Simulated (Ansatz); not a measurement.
# VGe2P4 monolayer in a perpendicular field

Wanted: the out-of-plane response of the VGe2P4 monolayer. A positive field points along +c.

Calculated with Ansatz 0.2.0; plane-wave DFT, PBE-D3(BJ), Ansatz PAW (set soft_1); PAW set soft_1.

Most raw output is cut from this account.

### 1. The structure

The cell holds 7 atoms: 4 P, 2 Ge and 1 V. Cell: a = 3.580 Å, b = 3.580 Å, c = 47.951 Å, α = 90.0°, β = 90.0°, γ = 120.0°. Vacuum lies along c.

### 2. Relaxation

The starting cell is a guess, so the in-plane lattice and the atoms are relaxed first, with the slab cut off from its images along the normal.

File input.yaml:

```yaml
crystal:
  lattice:
    - [3.58, 0.0, 0.0]
    - [-1.79, 3.1003709455, 0.0]
    - [0.0, 0.0, 47.9513049691]
  atoms:
    - { symbol: P, position: [0.0, 0.0, 0.4118761734] }
    - { symbol: Ge, position: [0.3333333333, 0.6666666667, 0.4275914764] }
    - { symbol: P, position: [0.3333333333, 0.6666666667, 0.4734713539] }
    - { symbol: V, position: [0.0, 0.0, 0.5], spin: 1.0 }
    - { symbol: P, position: [0.3333333333, 0.6666666667, 0.5265286461] }
    - { symbol: Ge, position: [0.3333333333, 0.6666666667, 0.5724085236] }
    - { symbol: P, position: [0.0, 0.0, 0.5881238266] }
  periodic: [true, true, false]
magnetization:
  spin_polarized: true
kpoints:
  mp_grid: { grid: [12, 12, 1] }
hamiltonian:
  xc: pbe
  dispersion: d3bj
  pseudopotentials: { kind: paw, azcp: { folder: soft_1 } }
scf:
  occupations: { method: fermi_dirac, width: 0.05 }
  convergence: { dr2_threshold: 1.0e-09 }
relax:
  f_tol: 0.004
  max_steps: 90
  cell: {}
output:
  write_potential: true
  write_density: true
  volumetric_format: npy
```

Started as:

```console
$ ansatz run input.yaml --threads 4 --pin off --max-ram 6144MiB --backend cpu --events-out ev --progress --plain --runs-dir out
```

It took 4.3 min on 4 threads of Intel Xeon Platinum 8259CL at 2.50GHz (Skylake/Cascade Lake), shared host; peak memory 1.3 GiB.

Step by step:

| step | energy less that of the first step (eV) | largest force component (eV/Å) | volume (Å³) |
| --- | --- | --- | --- |
| 1 | 0.0000 | 3.1599 | 532.23 |
| 2 | -0.9687 | 1.5372 | 530.40 |
| 3 | -1.3183 | 0.4711 | 521.83 |
| 4 | -1.4018 | 0.0765 | 513.66 |
| 5 | -1.4027 | 0.0050 | 513.21 |
| 6 | -1.4027 | 0.0003 | 513.11 |
| 7* | -1.4016 | 0.0005 | 513.11 |

Relaxation steps marked * repeat the geometry before them on a plane-wave basis chosen anew for their cell, so energy and pressure can jump there.

Forces are held to the 12 operations that the run works with; a distortion that breaks them can't arise in this run.

| cell as run | before | after | change |
| --- | --- | --- | --- |
| a (Å) | 3.580 | 3.515 | -1.8 % |
| b (Å) | 3.580 | 3.515 | -1.8 % |

The atoms that moved most (Å, along periodic axes as changes of fractional coordinates times the final cell, across vacuum about the mean position):

```
atom     dx     dy      dz  length
  P1  0.000  0.000  -0.524   0.524
  P7  0.000  0.000   0.524   0.524
 Ge6  0.000  0.000   0.174   0.174
 Ge2  0.000  0.000  -0.174   0.174
  P5  0.000  0.000   0.042   0.042
  P3  0.000  0.000  -0.042   0.042
```

Numbers from this step:

```
energy at zero smearing : -14528.4704 eV
total moment            : 0.7748 μB
site moments            : 0.001873, 0.005782, -0.02989, 0.6368, -0.02989, 0.005782, 0.001873 μB
```

Site moment by atom:

```
atom  site moment (μB)
  P1             0.002
 Ge2             0.006
  P3            -0.030
  V4             0.637
  P5            -0.030
 Ge6             0.006
  P7             0.002
```

The lattice constant a goes from 3.580 to 3.515 Å.

### 3. Single point, field 0

A sawtooth potential applies the field, turning back in the middle of the vacuum. With the dipole correction the typed value is the field outside the slab. The induced dipole is small, so the SCF threshold is tight.

The cell differs from the one that the last finished run ended in (c 47.951 → 27.500 Å).

File input.yaml:

```yaml
crystal:
  lattice:
    - [3.5151083033, 0.0, 0.0]
    - [-1.7575541517, 3.0441730877, 0.0]
    - [0.0, 0.0, 27.4995841301]
  atoms:
    - { symbol: P, position: [0.0, 0.0, 0.3272776765] }
    - { symbol: Ge, position: [0.3333333333, 0.6666666667, 0.3674167063], spin: 0.01 }
    - { symbol: P, position: [0.3333333333, 0.6666666667, 0.4522096226], spin: -0.03 }
    - { symbol: V, position: [0.0, 0.0, 0.5], spin: 0.64 }
    - { symbol: P, position: [0.3333333333, 0.6666666667, 0.5477903774], spin: -0.03 }
    - { symbol: Ge, position: [0.3333333333, 0.6666666667, 0.6325832937], spin: 0.01 }
    - { symbol: P, position: [0.0, 0.0, 0.6727223235] }
magnetization:
  spin_polarized: true
kpoints:
  mp_grid: { grid: [18, 18, 1] }
  band_path:
    path: [[0, 0, 0], [0.5, 0, 0], [0.33333333, 0.33333333, 0], [0, 0, 0]]
    npoints: 16
hamiltonian:
  xc: pbe
  dispersion: d3bj
  pseudopotentials: { kind: paw, azcp: { folder: soft_1 } }
scf:
  occupations: { method: fermi_dirac, width: 0.02585 }
  convergence: { dr2_threshold: 1.0e-10 }
efield:
  axis: 3
  dipole_correction: true
  ramp_position: 0.97
  ramp_width: 0.06
  amplitude: 0
output:
  dos: { projected: true, e_range: [-6, 5] }
  write_potential: true
  write_density: true
  volumetric_format: npy
  elf: true
```

Elapsed: 80 s, on 4 threads; peak memory 1.3 GiB; 4.9 min of CPU time.

This step gave:

```yaml
energy_at_zero_smearing: -14528.4734 eV
total_moment: 0.7973 μB
site_moments: 0.001759, 0.005857, -0.03071, 0.6563, -0.03071, 0.005857, 0.001759 μB
work_function_upper_face: 5.465 eV
dipole_along_the_normal: -1.90e-7 e·Å
```

Running mean over a fixed 2.7 Å (it still follows the layers) of the planar mean; the ramp of the sawtooth is left out. The electron's electrostatic potential energy less the Fermi level by z:

```csv
z (Å),electron's electrostatic potential energy less the Fermi level (eV)
3.5,5.46
4.0,5.46
4.5,5.46
5.0,5.46
5.5,5.45
6.0,5.42
6.5,5.26
7.0,4.61
7.5,2.67
8.0,-0.0359
8.5,-2.61
9.0,-4.61
9.5,-5.87
10.0,-5.36
10.5,-3.80
11.0,-3.02
11.5,-3.14
12.0,-3.62
12.5,-5.15
13.0,-6.99
13.5,-7.81
14.0,-7.81
14.5,-6.99
15.0,-5.15
15.5,-3.62
16.0,-3.13
16.5,-3.02
17.0,-3.80
17.5,-5.36
18.0,-5.87
18.5,-4.61
19.0,-2.61
19.5,-0.0336
20.0,2.67
20.5,4.61
21.0,5.26
21.5,5.42
22.0,5.45
22.5,5.46
23.0,5.46
23.5,5.46
24.0,5.46
```

The density of states has structure finer than the step of the table below, so its rows give means over 0.25 eV, whole bins alone (the curve runs from -6 to 1.99 eV). Peaks (eV: height): total -5.060: 7.36, -2.310: 8.61, -2.200: 6.72, -1.970: 8.20, -1.530: 9.14, -1.310: 8.07, -1.090: 8.21; up -2.360: 4.75, -2.200: 3.97, -1.970: 4.82, -1.670: 4.38, -1.560: 4.92, -1.120: 4.50, -0.460: 4.99; down -3.680: 4.42, -3.110: 4.28, -2.310: 5.27, -1.840: 4.03, -1.530: 5.02, -1.310: 4.26, -1.040: 5.09.

The density of states by energy, zero at the Fermi level; means over each step; values in states/eV a cell:

```
energy (eV)  total      up   down
      -5.75  0.397   0.199  0.198
      -5.50  0.431   0.216  0.215
      -5.25  0.649   0.335  0.314
      -5.00   1.91    1.21  0.702
      -4.75   5.05    2.48   2.57
      -4.50   2.73    1.49   1.24
      -4.25   2.64    1.20   1.43
      -4.00   2.28    1.27   1.01
      -3.75   4.73    2.29   2.44
      -3.50   2.69    1.31   1.39
      -3.25   2.95    1.75   1.20
      -3.00   3.85    1.73   2.12
      -2.75   3.27    1.78   1.49
      -2.50   5.32    2.76   2.56
      -2.25   6.66    3.42   3.24
      -2.00   6.29    3.27   3.02
      -1.75   4.90    2.40   2.50
      -1.50   7.07    3.83   3.25
      -1.25   6.41    3.21   3.21
      -1.00   6.64    2.83   3.81
      -0.75   3.20    1.53   1.67
      -0.50   3.74    2.78  0.955
      -0.25   1.59    1.23  0.361
       0.00   1.39   0.628  0.764
       0.25   1.78  0.0927   1.69
       0.50   1.47   0.500  0.968
       0.75   1.34   0.755  0.581
       1.00   1.41    1.41      0
       1.25   2.22    1.73  0.491
       1.50   2.47   0.986   1.48
       1.75   3.63    1.23   2.40
```

Projected DOS per atom over height of the atomic layer and energy from the Fermi level. Layers: P Ge P V P Ge P from below.

Ten even steps from '_' (0.01 states/eV) to '@' (2.05 states/eV), each cell a mean:
```
......@@......
______##______
______**______
______++______
______**______
______++______
..____##____..
::__::==::__::
++..++##++..++
++..++##++..++
==..======..==
++::++--++::++
--::==--==::--
::..::::::..::
::..::::::..::
::::--::--::::
....::..::....
....--..--....
::::==..==::::
..__________..
______________
______________
```
Columns: height of the atomic layer (Å) from 9 to 18.5 (not evenly spaced); rows upwards: energy from the Fermi level (eV) from -5.96 to 1.96.

Projected DOS per atom, spin up over height of the atomic layer and energy from the Fermi level. Layers: P Ge P V P Ge P from below.

Ten even steps from '0' (0.00 states/eV) to '9' (1.36 states/eV), each cell a mean:
```
1114111
0004000
0009000
0004000
0001000
0003000
1009001
1014101
3035303
4146414
3133313
4133314
2132312
2111112
1111111
2121212
1021201
1121211
1231321
0000000
0000000
0000000
```
Columns: height of the atomic layer (Å) from 9 to 18.5 (not evenly spaced); rows upwards: energy from the Fermi level (eV) from -5.96 to 1.96.

Projected DOS per atom, spin down over height of the atomic layer and energy from the Fermi level. Layers: P Ge P V P Ge P from below.

Values in states/eV, 22 rows by 7 columns, each cell a mean:
```
0.13 0.10 0.13 1.46 0.13 0.10 0.13
0.09 0.10 0.08 0.96 0.08 0.10 0.09
0.00 0.00 0.00 0.00 0.00 0.00 0.00
0.04 0.02 0.01 0.37 0.01 0.02 0.04
0.03 0.03 0.03 1.16 0.03 0.03 0.03
0.03 0.03 0.02 0.57 0.02 0.03 0.03
0.12 0.04 0.09 0.12 0.09 0.04 0.12
0.31 0.09 0.26 0.29 0.26 0.09 0.31
0.56 0.13 0.65 0.85 0.65 0.13 0.56
0.49 0.15 0.62 0.63 0.62 0.15 0.49
0.51 0.21 0.43 0.44 0.43 0.21 0.51
0.60 0.27 0.52 0.32 0.52 0.27 0.60
0.36 0.26 0.40 0.29 0.40 0.26 0.36
0.32 0.20 0.29 0.23 0.29 0.20 0.32
0.22 0.16 0.21 0.17 0.21 0.16 0.22
0.32 0.26 0.38 0.24 0.38 0.26 0.32
0.14 0.13 0.23 0.12 0.23 0.13 0.14
0.15 0.17 0.33 0.13 0.33 0.17 0.15
0.26 0.31 0.40 0.13 0.40 0.31 0.26
0.12 0.09 0.08 0.01 0.08 0.09 0.12
0.05 0.04 0.02 0.01 0.02 0.04 0.05
0.04 0.04 0.01 0.00 0.01 0.04 0.04
```
Columns: height of the atomic layer (Å) from 9 to 18.5 (not evenly spaced); rows upwards: energy from the Fermi level (eV) from -5.96 to 1.96.

Deep bands are left out, so band numbers here count from the lowest band kept and differ from the log's. Electronic bands along the path, in eV, zero at the Fermi level; # counts the bands kept:

```csv
point,up #9,up #11,up #12,up #13,down #9,down #11,down #12,down #13
Γ,-0.31,-0.24,-0.24,0.13,-0.30,-0.17,-0.17,0.78
halfway,-1.63,-1.12,-0.80,-0.30,-1.53,-0.96,-0.77,0.40
M,-1.85,-1.51,-0.95,-0.77,-1.83,-1.46,-0.82,-0.18
halfway,-2.13,-1.57,-1.09,-0.34,-2.04,-1.52,-1.03,0.27
K,-2.46,-1.46,-0.84,-0.01,-2.42,-1.44,-0.80,0.61
halfway,-1.84,-1.29,-0.82,-0.38,-1.73,-1.16,-0.78,0.34
Γ,-0.31,-0.24,-0.24,0.13,-0.30,-0.17,-0.17,0.78
```

Site moment by atom:

| atom | site moment (μB) |
| --- | --- |
| P1 | 0.002 |
| Ge2 | 0.006 |
| P3 | -0.031 |
| V4 | 0.656 |
| P5 | -0.031 |
| Ge6 | 0.006 |
| P7 | 0.002 |

Spin density in the ca plane at fractional y = 0.667, with atoms of Ge and P within 0.2 Å of it.

Ten even steps from '0' (-1.15 × 1e-2 e/Å³) to '9' (4.03 × 1e-2 e/Å³), each cell a mean:
```
22222222222222222222222222222223598422222222
22222222222222222222222222222223599432222222
22222222222222222222222222222222477422222222
22222222222222222222222222221101244210112222
22222222222222222222222222321000122100022322
22222222222222222222222212332210011011223321
22222222222222222222222223332110011001123322
22222222222222222222222222221000233100012222
22222222222222222222222222221111366311112222
```
Columns run along c (16.0 Å, from fractional 0.06 to 0.64 of the cell), rows up along a (3.5 Å). Atoms in or near the plane, at fractional coordinates: Ge at (0.37, 0.33), P at (0.45, 0.33), P at (0.55, 0.33), Ge at (0.63, 0.33).

ELF of down spins in the ca plane at fractional y = 0.667, with atoms of Ge and P within 0.2 Å of it. It is the smooth field of the valence electrons, not physical close to the nuclei.

Values, 5 rows by 16 columns, each cell a mean:
```
0.00 0.04 0.42 0.73 0.63 0.30 0.09 0.31 0.11 0.16 0.28 0.08 0.39 0.65 0.72 0.31
0.00 0.02 0.26 0.58 0.64 0.40 0.30 0.64 0.31 0.43 0.59 0.27 0.47 0.64 0.55 0.18
0.00 0.00 0.03 0.16 0.38 0.31 0.69 0.49 0.55 0.59 0.53 0.62 0.28 0.37 0.12 0.02
0.00 0.00 0.01 0.10 0.29 0.30 0.75 0.23 0.49 0.47 0.35 0.66 0.25 0.30 0.06 0.01
0.00 0.01 0.13 0.40 0.57 0.42 0.49 0.77 0.48 0.60 0.73 0.44 0.45 0.56 0.35 0.09
```
Columns run along c (16.0 Å, from fractional 0.19 to 0.77 of the cell), rows up along a (3.5 Å). Atoms in or near the plane, at fractional coordinates: Ge at (0.37, 0.33), P at (0.45, 0.33), P at (0.55, 0.33), Ge at (0.63, 0.33).

ELF in the ca plane at fractional y = 0.667, with atoms of Ge and P within 0.2 Å of it. It is the smooth field of the valence electrons, not physical close to the nuclei.

Ten even steps from '0' (0.00) to '9' (0.85), each cell a mean:
```
00000000000000024688877642112453100145321124
00000000000000025788876531001232100123210013
00000000000000013577787653224676311367632235
00000000000000001234566554567999733799876545
00000000000000000001344224688547845874698642
00000000000000000000232333799101645610299634
00000000000000000001243223799314745741399632
00000000000000000112455445678889844898887644
00000000000000002356777654346898522699853345
```
Columns run along c (16.0 Å, from fractional 0.06 to 0.64 of the cell), rows up along a (3.5 Å). Atoms in or near the plane, at fractional coordinates: Ge at (0.37, 0.33), P at (0.45, 0.33), P at (0.55, 0.33), Ge at (0.63, 0.33).

The work function of the upper face is 5.46 eV.

### 4. Atoms held, field 0.1 V/Å

Changes to input.yaml since step 3:

```diff
@@ -30,7 +30,6 @@
   dipole_correction: true
-  ramp_position: 0.97
-  ramp_width: 0.06
-  amplitude: 0
+  ramp_position: 0.9553
+  ramp_width: 0.0895
+  amplitude: 0.1
 output:
-  dos: { projected: true, e_range: [-6, 5] }
   write_potential: true
@@ -38,2 +37 @@
   volumetric_format: npy
-  elf: true
```

It took 73 s on 4 threads; peak memory 1.3 GiB; 4.7 min of CPU time.

The dipole is 0.0686 e·Å.

### 5. Atoms held, field -0.1 V/Å

Changes to input.yaml since step 4:

```diff
@@ -32,3 +32,3 @@
   ramp_width: 0.0895
-  amplitude: 0.1
+  amplitude: -0.1
 output:
```

Wall time 72 s (4 threads); peak memory 1.3 GiB; 4.6 min of CPU time.

The dipole is -0.0686 e·Å.

### 6. Response, atoms held

This step: plane-wave DFT, PBE-D3(BJ), Ansatz PAW (set soft_1); response to a field along the normal, atoms held; PAW set soft_1 (Ansatz 0.2.0).

The dipoles give the slope, and the difference of two potentials shows where the field is screened.

This step gave:

```
equivalent conductor thickness p/(ε₀AE) : 11.59 Å
distance between the outer atoms        : 9.500 Å
```

The dipole of the cell by applied field:

```
applied field (V/Å)  dipole of the cell (e·Å)
            -0.1000                   -0.0686
             0.0000                   -1.9e-7
             0.1000                    0.0686
```

The total moment stays at 0.797 μB for applied field from -0.1 to 0.1 V/Å.

Local field over the applied field, running mean. From the potentials at -0.1 and 0.1 V/Å; running mean over 2.5 Å. Table of local field over applied field by z:

z (Å), local field over applied field and a bar:
```
      4.5      0.998 ##############################
      5.0      0.995 ##############################
      5.5      0.985 ##############################
      6.0      0.960 #############################
      6.5      0.899 ###########################
      7.0      0.781 #######################
      7.5      0.614 ##################
      8.0      0.435 #############
      8.5      0.260 ########
      9.0      0.120 ###
      9.5      0.056 #
     10.0      0.044 #
     10.5      0.044 #
     11.0      0.055 #
     11.5      0.059 ##
     12.0      0.039 #
     12.5      0.028 #
     13.0      0.024 
     13.5      0.009 
     14.0      0.009 
     14.5      0.024 
     15.0      0.028 #
     15.5      0.039 #
     16.0      0.059 ##
     16.5      0.055 #
     17.0      0.044 #
     17.5      0.044 #
     18.0      0.056 #
     18.5      0.121 ###
     19.0      0.260 ########
     19.5      0.435 #############
     20.0      0.614 ##################
     20.5      0.781 #######################
     21.0      0.899 ###########################
     21.5      0.960 #############################
     22.0      0.985 ##############################
     22.5      0.995 ##############################
     23.0      0.998 ##############################
```

The induced electron density oscillates, so the rows of the table below give means over windows of 1.58 Å about each position, cut where the curve ends. Its maxima inside the range that stand out by 2 % of the span (Å: e/Å³ per V/Å): 8.0: 0.00366, 9.3: 8.3e-4, 11.0: 5.8e-4, 12.5: 8.9e-4, 14.2: 8.4e-4, 15.6: 2.3e-4, 17.2: 0.00129, 18.6: -4.3e-4. Its minima: 8.9: 4.3e-4, 10.3: -0.00129, 11.9: -2.3e-4, 13.3: -8.4e-4, 15.0: -8.9e-4, 16.5: -5.8e-4, 18.2: -8.3e-4, 19.5: -0.00366.

Electrons, planar mean, per unit field. Induced electron density against z; means over each step:

z (Å), induced electron density (e/Å³ per V/Å) and a bar from the least value:
```
     4.80    0.00002 #############
     6.38    0.00057 #################
     7.96    0.00263 ##############################
     9.54    0.00009 ##############
    11.12   -0.00001 #############
    12.70    0.00009 ##############
    14.28    0.00002 #############
    15.86   -0.00025 ###########
    17.44    0.00026 ###############
    19.02   -0.00200 
    20.60   -0.00133 ####
    22.18   -0.00007 #############
```

By hand: between -0.1 and 0.1 V/Å the dipole changes by 0.1371 e·Å, a slope of 0.6856 e·Å²/V. A perfect conductor of thickness t has p = ε₀AEt, so t = 180.95 × 0.6856 / 10.701 = 11.59 Å (e/ε₀ = 180.95 V·Å, A in Å²).

The induced dipole is that of a conductor 11.59 Å thick.

### 7. Results

```json
{
 "gap without field": "none",
 "work function, upper face": "5.46 eV",
 "equivalent conductor thickness, atoms held": "11.6 Å"
}
```

The induced dipole equals that of a perfect conductor 11.59 Å thick, while the outer atoms lie 9.50 Å apart. There is no gap over 0.03 eV, with or without the field. For an open d or f shell that can be the fault of a semilocal functional without a Hubbard term. The magnetic order is the one reached from the typed start; other orders were not compared. Spin-orbit coupling is left out. The outer anions sit over the metal atoms, one of several polytypes of such layers and not the lowest for every compound.

[Logs are printed without paths, hosts, clocks, repeated set-up lines and the standing remarks that a program may print on its own settings, such as how far it seeks lower states.]

[Hosts, paths, dates, database ids (printed as entryN), source tags and the programs' standing remarks are cut or masked in the printed files.]

[Maps of the electrostatic potential energy from Ansatz leave out the sawtooth potential of an applied field or a dipole correction, so their vacuum need not be flat; planar profiles and work functions include it.]
